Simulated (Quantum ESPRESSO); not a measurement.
# CrO2: orders under volume

Aim: follow moments and order energies of CrO2 with volume.

Calculated with Quantum ESPRESSO 7.5; PBE; plane waves with GBRV 1.5 PBE potentials, no spin-orbit coupling.

### Step 1. Starting point

Symmetry: P4_2/mnm, No. 136, tetragonal system. The conventional cell has a = 4.421 Å, b = 4.421 Å, c = 2.917 Å, α = 90.00°, β = 90.00°, γ = 90.00°. Cr has 6 O at 1.89 to 1.91 Å nearest. O has 3 Cr at 1.89 to 1.91 Å nearest. Farther neighbours and most contacts between anions are not listed.

The lattice constants were typed from memory of published values and not checked against a source.

### Step 2. Volume 0.88, ferro ++

All lengths scale alike; the factor is that of the volume. Atoms keep their fractional places. Seeded atoms are those given a starting moment.

Input file pw.in:

```
&CONTROL
  calculation = 'scf'
  prefix = 'pwscf'
  outdir = './tmp'
  pseudo_dir = './pseudo'
  disk_io = 'nowf'
  tprnfor = .true.
  tstress = .true.
/
&SYSTEM
  ibrav = 0
  celldm(1) = 8
  nat = 6
  ntyp = 2
  ecutwfc = 40
  ecutrho = 280
  nbnd = 39
  occupations = 'smearing'
  smearing = 'fd'
  degauss = 0.00367493
  nspin = 2
  starting_magnetization(1) = 0.2143
  starting_magnetization(2) = 0
/
&ELECTRONS
  conv_thr = 1.2d-08
  electron_maxstep = 150
  mixing_beta = 0.3
/
ATOMIC_SPECIES
Cr     51.9961 cr_pbe_v1.5.uspp.F.UPF
O      15.9990 o_pbe_v1.2.uspp.F.UPF
CELL_PARAMETERS alat
   1.0007454379934    0.0000000000000    0.0000000000000
   0.0000000000000    1.0007454379934    0.0000000000000
   0.0000000000000    0.0000000000000    0.6602973179438
ATOMIC_POSITIONS crystal
Cr      0.0000000000    0.0000000000    0.0000000000
Cr      0.5000000000    0.5000000000    0.5000000000
O       0.3030000000    0.3030000000    0.0000000000
O       0.6970000000    0.6970000000    0.0000000000
O       0.8030000000    0.1970000000    0.5000000000
O       0.1970000000    0.8030000000    0.5000000000
K_POINTS automatic
10 10 10 0 0 0
```

Command:

```console
$ OMP_NUM_THREADS=1 mpirun -n 4 pw.x -nk 4 -in pw.in > pw.out
```

Log:

```text
Program PWSCF v.7.5 starts

     Message from routine setup:
     using ibrav=0 with symmetry is DISCOURAGED, use correct ibrav instead

     K-points division:     npool     =       4
     Subspace diagonalization in iterative solution of the eigenvalue problem:

     bravais-lattice index     =            0
     lattice parameter (alat)  =       8.0000  a.u.
     unit-cell volume          =     338.5764 (a.u.)^3
     number of atoms/cell      =            6
     number of atomic types    =            2
     number of electrons       =        52.00
     number of Kohn-Sham states=           39
     kinetic-energy cutoff     =      40.0000  Ry
     charge density cutoff     =     280.0000  Ry
     scf convergence threshold =      1.2E-08
     mixing beta               =       0.3000
     number of iterations used =            8  plain     mixing
     Exchange-correlation= SLA  PW   PBE  PBE
                           (   1   4   3   4   0   0   0)

     celldm(1)=   8.000000  celldm(2)=   0.000000  celldm(3)=   0.000000
     celldm(4)=   0.000000  celldm(5)=   0.000000  celldm(6)=   0.000000

     crystal axes: (cart. coord. in units of alat)
               a(1) = (   1.000745   0.000000   0.000000 )
               a(2) = (   0.000000   1.000745   0.000000 )
               a(3) = (   0.000000   0.000000   0.660297 )

     reciprocal axes: (cart. coord. in units 2 pi/alat)
               b(1) = (  0.999255  0.000000  0.000000 )
               b(2) = (  0.000000  0.999255  0.000000 )
               b(3) = (  0.000000  0.000000  1.514469 )

     PseudoPot. # 1 for Cr read from file:
     cr_pbe_v1.5.uspp.F.UPF
     Pseudo is Ultrasoft + core correction, Zval = 14.0

     PseudoPot. # 2 for O  read from file:
     o_pbe_v1.2.uspp.F.UPF
     Pseudo is Ultrasoft + core correction, Zval =  6.0

     atomic species   valence    mass     pseudopotential
     Cr               14.00    51.99610     Cr( 1.00)
     O                 6.00    15.99900     O ( 1.00)

     Starting magnetic structure
     atomic species   magnetization
     Cr              0.214
     O               0.000

     16 Sym. Ops., with inversion, found ( 8 have fractional translation)

   Cartesian axes

     site n.     atom                  positions (alat units)
         1        Cr     tau(   1) = (   0.0000000   0.0000000   0.0000000  )
         2        Cr     tau(   2) = (   0.5003727   0.5003727   0.3301487  )
         3        O      tau(   3) = (   0.3032259   0.3032259   0.0000000  )
         4        O      tau(   4) = (   0.6975196   0.6975196   0.0000000  )
         5        O      tau(   5) = (   0.8035986   0.1971469   0.3301487  )
         6        O      tau(   6) = (   0.1971469   0.8035986   0.3301487  )

     number of k points=   126  Fermi-Dirac smearing, width (Ry)=  0.0037

     Number of k-points >= 100: set verbosity='high' to print them.

     Dense  grid:    26829 G-vectors     FFT dimensions: (  48,  48,  30)

     Smooth grid:    11569 G-vectors     FFT dimensions: (  36,  36,  24)

     Check: negative core charge=   -0.000008
     Generating pointlists ...
     new r_m :   0.1769 (alat units)  1.4151 (a.u.) for type    1
     new r_m :   0.1769 (alat units)  1.4151 (a.u.) for type    2

     Initial potential from superposition of free atoms

     starting charge      50.0000, renormalised to      52.0000

     negative rho (up, down):  1.970E-03 1.267E-03
     Starting wfcs are   36 randomized atomic wfcs +    3 random wfcs

     Self-consistent Calculation

     iteration #  1     ecut=    40.00 Ry     beta= 0.30
     Davidson diagonalization with overlap
     ethr =  1.00E-02,  avg # of iterations =  6.1

     negative rho (up, down):  1.773E-03 2.033E-03

     total energy              =    -479.63165613 Ry
     estimated scf accuracy    <       3.20698801 Ry

     total magnetization       =     4.00 Bohr mag/cell
     absolute magnetization    =     4.09 Bohr mag/cell

     iteration #  2     ecut=    40.00 Ry     beta= 0.30
     Davidson diagonalization with overlap
     ethr =  6.17E-03,  avg # of iterations =  1.5

     negative rho (up, down):  1.327E-03 2.261E-03

     total energy              =    -480.24277299 Ry
     estimated scf accuracy    <       0.57501623 Ry

     total magnetization       =     4.00 Bohr mag/cell
     absolute magnetization    =     4.51 Bohr mag/cell

     [... further iterations left out ...]

     iteration # 11     ecut=    40.00 Ry     beta= 0.30
     Davidson diagonalization with overlap
     ethr =  2.82E-10,  avg # of iterations =  2.0

     negative rho (up, down):  1.620E-04 5.473E-03

     total energy              =    -480.37444939 Ry
     estimated scf accuracy    <       0.00000002 Ry

     total magnetization       =     4.00 Bohr mag/cell
     absolute magnetization    =     4.30 Bohr mag/cell

     iteration # 12     ecut=    40.00 Ry     beta= 0.30
     Davidson diagonalization with overlap
     ethr =  4.76E-11,  avg # of iterations =  2.0

     negative rho (up, down):  1.616E-04 5.474E-03

     Magnetic moment per site  (integrated on atomic sphere of radius R)
     atom   1 (R=0.177)  charge= 10.3855  magn=  1.6199
     atom   2 (R=0.177)  charge= 10.3855  magn=  1.6199
     atom   3 (R=0.177)  charge=  5.1423  magn= -0.0238
     atom   4 (R=0.177)  charge=  5.1423  magn= -0.0238
     atom   5 (R=0.177)  charge=  5.1423  magn= -0.0238
     atom   6 (R=0.177)  charge=  5.1423  magn= -0.0238

     End of self-consistent calculation

     Number of k-points >= 100: set verbosity='high' to print the bands.

     the Fermi energy is    13.3870 ev

!    total energy              =    -480.37444965 Ry
     estimated scf accuracy    <          7.3E-09 Ry
     smearing contrib. (-TS)   =      -0.00087275 Ry
     internal energy E=F+TS    =    -480.37357690 Ry

     The total energy is F=E-TS. E is the sum of the following terms:
     one-electron contribution =    -181.37088506 Ry
     hartree contribution      =     121.41342835 Ry
     xc contribution           =     -74.56488810 Ry
     ewald contribution        =    -345.85123210 Ry

     total magnetization       =     4.00 Bohr mag/cell
     absolute magnetization    =     4.30 Bohr mag/cell

     convergence has been achieved in  12 iterations

     negative rho (up, down):  1.616E-04 5.474E-03

     Forces acting on atoms (cartesian axes, Ry/au):

     atom    1 type  1   force =     0.00000000    0.00000000    0.00000000
     atom    2 type  1   force =     0.00000000    0.00000000    0.00000000
     atom    3 type  2   force =    -0.01142615   -0.01142615   -0.00000000
     atom    4 type  2   force =     0.01142615    0.01142615   -0.00000000
     atom    5 type  2   force =    -0.01142615    0.01142615   -0.00000000
     atom    6 type  2   force =     0.01142615   -0.01142615   -0.00000000

     Total force =     0.032318     Total SCF correction =     0.000027

     Computing stress (Cartesian axis) and pressure

     negative rho (up, down):  1.616E-04 5.474E-03
          total   stress  (Ry/bohr**3)                   (kbar)     P=      468.95
   0.00303063   0.00000000   0.00000000          445.82        0.00        0.00
   0.00000000   0.00303063   0.00000000            0.00      445.82        0.00
   0.00000000   0.00000000   0.00350240            0.00        0.00      515.22

=------------------------------------------------------------------------------=
   JOB DONE.
=------------------------------------------------------------------------------=
```

It took 40 s on 4 MPI ranks of AMD EPYC 9R45, shared host; peak memory 0.58 GiB; 2.6 min of CPU time.

Spin moment in the atom's sphere by atom:

```
atom  spin moment in the atom's sphere (μB)
 Cr1                                   1.62
 Cr2                                   1.62
  O3                                  -0.02
  O4                                  -0.02
  O5                                  -0.02
  O6                                  -0.02
```

Read from the output:

- smearing term TS: 0.01187 eV
- pressure: 46.90 GPa
- magnetization: 4 μB
- absolute magnetization: 4.297 μB
- final state: ferromagnetic

### Step 3. Volume 0.88, antiferro +-

pw.in, as its differences from that of step 2:

```diff
@@ -13,6 +13,6 @@
   nat = 6
-  ntyp = 2
+  ntyp = 3
   ecutwfc = 40
   ecutrho = 280
-  nbnd = 39
+  nbnd = 36
   occupations = 'smearing'
@@ -22,3 +22,4 @@
   starting_magnetization(1) = 0.2143
-  starting_magnetization(2) = 0
+  starting_magnetization(2) = -0.2143
+  starting_magnetization(3) = 0
 /
@@ -30,3 +31,4 @@
 ATOMIC_SPECIES
-Cr     51.9961 cr_pbe_v1.5.uspp.F.UPF
+Cr1    51.9961 cr_pbe_v1.5.uspp.F.UPF
+Cr2    51.9961 cr_pbe_v1.5.uspp.F.UPF
 O      15.9990 o_pbe_v1.2.uspp.F.UPF
@@ -37,4 +39,4 @@
 ATOMIC_POSITIONS crystal
-Cr      0.0000000000    0.0000000000    0.0000000000
-Cr      0.5000000000    0.5000000000    0.5000000000
+Cr1     0.0000000000    0.0000000000    0.0000000000
+Cr2     0.5000000000    0.5000000000    0.5000000000
 O       0.3030000000    0.3030000000    0.0000000000
```

Log:

```text
     [... lines left out ...]
Program PWSCF v.7.5 starts
     [... lines left out ...]
     number of atoms/cell      =            6
     [... lines left out ...]
     number of electrons       =        52.00
     number of Kohn-Sham states=           36
     kinetic-energy cutoff     =      40.0000  Ry
     charge density cutoff     =     280.0000  Ry
     scf convergence threshold =      1.2E-08
     [... lines left out ...]
      8 Sym. Ops., with inversion, found
     [... lines left out ...]
     number of k points=   186  Fermi-Dirac smearing, width (Ry)=  0.0037
     [... lines left out ...]
     iteration # 15     ecut=    40.00 Ry     beta= 0.30
     [... lines left out ...]
     Magnetic moment per site  (integrated on atomic sphere of radius R)
     atom   1 (R=0.177)  charge= 10.3889  magn=  1.3313
     atom   2 (R=0.177)  charge= 10.3895  magn= -1.3314
     atom   3 (R=0.177)  charge=  5.1360  magn=  0.0075
     atom   4 (R=0.177)  charge=  5.1360  magn=  0.0075
     atom   5 (R=0.177)  charge=  5.1370  magn= -0.0076
     atom   6 (R=0.177)  charge=  5.1370  magn= -0.0076
     [... lines left out ...]
     the Fermi energy is    13.2223 ev
!    total energy              =    -480.35409486 Ry
     estimated scf accuracy    <          1.6E-09 Ry
     smearing contrib. (-TS)   =      -0.00243183 Ry
     [... lines left out ...]
     total magnetization       =     0.00 Bohr mag/cell
     absolute magnetization    =     3.48 Bohr mag/cell
     convergence has been achieved in  15 iterations
     [... lines left out ...]
     Total force =     0.020397     Total SCF correction =     0.000009
     [... lines left out ...]
          total   stress  (Ry/bohr**3)                   (kbar)     P=      448.60
     [... lines left out ...]
```

It took 61 s on 4 MPI ranks; peak memory 0.67 GiB.

Spin moment in the atom's sphere by atom:

```
atom  spin moment in the atom's sphere (μB)
 Cr1                                   1.33
 Cr2                                  -1.33
  O3                                   0.01
  O4                                   0.01
  O5                                  -0.01
  O6                                  -0.01
```

Read from the output:

```yaml
smearing_term_ts: 0.03309 eV
pressure: 44.86 GPa
magnetization: 0 μB
absolute_magnetization: 3.477 μB
final_state: antiferromagnetic
```

### Step 4. Volume 0.88, no spin polarisation

pw.in, as its differences from that of step 3:

```diff
@@ -13,3 +13,3 @@
   nat = 6
-  ntyp = 3
+  ntyp = 2
   ecutwfc = 40
@@ -20,6 +20,2 @@
   degauss = 0.00367493
-  nspin = 2
-  starting_magnetization(1) = 0.2143
-  starting_magnetization(2) = -0.2143
-  starting_magnetization(3) = 0
 /
@@ -31,4 +27,3 @@
 ATOMIC_SPECIES
-Cr1    51.9961 cr_pbe_v1.5.uspp.F.UPF
-Cr2    51.9961 cr_pbe_v1.5.uspp.F.UPF
+Cr     51.9961 cr_pbe_v1.5.uspp.F.UPF
 O      15.9990 o_pbe_v1.2.uspp.F.UPF
@@ -39,4 +34,4 @@
 ATOMIC_POSITIONS crystal
-Cr1     0.0000000000    0.0000000000    0.0000000000
-Cr2     0.5000000000    0.5000000000    0.5000000000
+Cr      0.0000000000    0.0000000000    0.0000000000
+Cr      0.5000000000    0.5000000000    0.5000000000
 O       0.3030000000    0.3030000000    0.0000000000
```

Log:

```text
     [... lines left out ...]
Program PWSCF v.7.5 starts
     [... lines left out ...]
     number of atoms/cell      =            6
     [... lines left out ...]
     number of electrons       =        52.00
     number of Kohn-Sham states=           36
     kinetic-energy cutoff     =      40.0000  Ry
     charge density cutoff     =     280.0000  Ry
     scf convergence threshold =      1.2E-08
     [... lines left out ...]
     16 Sym. Ops., with inversion, found ( 8 have fractional translation)
     [... lines left out ...]
     number of k points=   126  Fermi-Dirac smearing, width (Ry)=  0.0037
     [... lines left out ...]
     iteration # 11     ecut=    40.00 Ry     beta= 0.30
     [... lines left out ...]
     the Fermi energy is    13.5802 ev
!    total energy              =    -480.30699605 Ry
     estimated scf accuracy    <       0.00000001 Ry
     smearing contrib. (-TS)   =      -0.00477310 Ry
     [... lines left out ...]
     convergence has been achieved in  11 iterations
     [... lines left out ...]
     Total force =     0.080191     Total SCF correction =     0.000055
     [... lines left out ...]
          total   stress  (Ry/bohr**3)                   (kbar)     P=      378.87
     [... lines left out ...]
```

Elapsed: 19 s, on 4 MPI ranks; peak memory 0.44 GiB; 70 s of CPU time.

Read from the output:

```yaml
smearing_term_ts: 0.06494 eV
pressure: 37.89 GPa
final_state: non-magnetic (no spin polarisation)
```

### Step 5. Volume 1.12, ferro ++

pw.in, as its differences from that of step 4:

```diff
@@ -16,3 +16,3 @@
   ecutrho = 280
-  nbnd = 36
+  nbnd = 39
   occupations = 'smearing'
@@ -20,2 +20,5 @@
   degauss = 0.00367493
+  nspin = 2
+  starting_magnetization(1) = 0.2143
+  starting_magnetization(2) = 0
 /
@@ -30,5 +33,5 @@
 CELL_PARAMETERS alat
-   1.0007454379934    0.0000000000000    0.0000000000000
-   0.0000000000000    1.0007454379934    0.0000000000000
-   0.0000000000000    0.0000000000000    0.6602973179438
+   1.0845145988584    0.0000000000000    0.0000000000000
+   0.0000000000000    1.0845145988584    0.0000000000000
+   0.0000000000000    0.0000000000000    0.7155686688233
 ATOMIC_POSITIONS crystal
```

Log:

```text
     [... lines left out ...]
Program PWSCF v.7.5 starts
     [... lines left out ...]
     number of atoms/cell      =            6
     [... lines left out ...]
     number of electrons       =        52.00
     number of Kohn-Sham states=           39
     kinetic-energy cutoff     =      40.0000  Ry
     charge density cutoff     =     280.0000  Ry
     scf convergence threshold =      1.2E-08
     [... lines left out ...]
     16 Sym. Ops., with inversion, found ( 8 have fractional translation)
     [... lines left out ...]
     number of k points=   126  Fermi-Dirac smearing, width (Ry)=  0.0037
     [... lines left out ...]
     iteration # 14     ecut=    40.00 Ry     beta= 0.30
     [... lines left out ...]
     Magnetic moment per site  (integrated on atomic sphere of radius R)
     atom   1 (R=0.192)  charge= 10.7435  magn=  1.8852
     atom   2 (R=0.192)  charge= 10.7435  magn=  1.8852
     atom   3 (R=0.192)  charge=  5.3594  magn= -0.1289
     atom   4 (R=0.192)  charge=  5.3594  magn= -0.1289
     atom   5 (R=0.192)  charge=  5.3594  magn= -0.1289
     atom   6 (R=0.192)  charge=  5.3594  magn= -0.1289
     [... lines left out ...]
     the Fermi energy is     8.7845 ev
!    total energy              =    -480.41814201 Ry
     estimated scf accuracy    <          3.6E-10 Ry
     smearing contrib. (-TS)   =      -0.00081261 Ry
     [... lines left out ...]
     total magnetization       =     4.00 Bohr mag/cell
     absolute magnetization    =     5.15 Bohr mag/cell
     convergence has been achieved in  14 iterations
     [... lines left out ...]
     Total force =     0.023881     Total SCF correction =     0.000018
     [... lines left out ...]
          total   stress  (Ry/bohr**3)                   (kbar)     P=     -190.69
     [... lines left out ...]
```

Wall time 44 s (4 MPI ranks); peak memory 0.68 GiB.

Numbers from this step:

| Item | Value |
| --- | --- |
| smearing term TS | 0.01106 eV |
| pressure | -19.07 GPa |
| magnetization | 4 μB |
| absolute magnetization | 5.153 μB |
| final state | ferromagnetic |
| largest moment | 1.885 μB |

### Step 6. All points

The runs not shown differ from these in the moved quantity alone.

States, by row:

```
volume       ferro ++       antiferro +-  no spin polarisation
  0.88  ferromagnetic  antiferromagnetic          non-magnetic
  0.91  ferromagnetic  antiferromagnetic          non-magnetic
  0.94  ferromagnetic  antiferromagnetic          non-magnetic
  0.97  ferromagnetic  antiferromagnetic          non-magnetic
     1  ferromagnetic  antiferromagnetic          non-magnetic
  1.03  ferromagnetic  antiferromagnetic          non-magnetic
  1.06  ferromagnetic  antiferromagnetic          non-magnetic
  1.09  ferromagnetic  antiferromagnetic          non-magnetic
  1.12  ferromagnetic  antiferromagnetic          non-magnetic
```

The largest site moment by volume:

```
volume (factor)  ferro ++ (μB)  antiferro +- (μB)
         0.8800           1.62               1.33
         0.9100           1.65               1.38
         0.9400           1.68               1.43
         0.9700           1.72               1.48
         1.0000           1.75               1.52
         1.0300           1.78               1.56
         1.0600           1.82               1.61
         1.0900           1.85               1.65
         1.1200           1.89               1.69
```

The energy less that of the parallel start by volume; values in meV a seeded atom:

```
volume (factor)  antiferro +-  no spin polarisation
         0.8800           138                   459
         0.9100           148                   506
         0.9400           156                   550
         0.9700           162                   591
         1.0000           167                   630
         1.0300           171                   667
         1.0600           175                   702
         1.0900           177                   736
         1.1200           180                   769
```

Table of energy over the lowest by volume; values in meV an atom:

```
volume (factor)  ferro ++  antiferro +-  no spin polarisation
         0.8800       163           209                   316
         0.9100      91.8           141                   260
         0.9400      43.0          95.1                   226
         0.9700      13.4          67.6                   211
         1.0000         0          55.8                   210
         1.0300     0.315          57.4                   223
         1.0600      12.2          70.5                   246
         1.0900      33.9          93.1                   279
         1.1200      64.0           124                   320
```

### Step 7. Summary of results

| Quantity | Value |
| --- | --- |
| moment, parallel start | 1.62 to 1.89 μB |
| states met from these starts | antiferromagnetic and ferromagnetic |

What this shows: The moment of the parallel start goes from 1.62 μB at 0.88 to 1.89 μB at 1.12. The net moment of the cell goes from 4 to 4 μB. The radius of the spheres follows the nearest distance, so part of the change of the site moments is the spheres'. The largest moment of the start antiferro +- lies between 1.33 and 1.69 μB. The start antiferro +- lies over the parallel one at every finished point, by 138 to 180 meV a seeded atom. No Hubbard term acts here. In such compounds local and semilocal functionals without one often delocalise the d electrons, and can shrink or lose moments and miss the size, sign and order of the couplings.

[Logs and program files are shortened in this print: banners, set-up blocks, solver, clock and traceback lines can be left out without a mark of their own.]

[Logs are printed without paths, hosts, clocks, repeated set-up lines and the standing remarks that a program may print on its own settings, such as how far it seeks lower states.]

[Hosts, paths, dates, database ids (printed as entryN), source tags and the programs' standing remarks are cut or masked in the printed files.]

[Where a cell is said to come from a database of computed structures, the database is the Materials Project.]
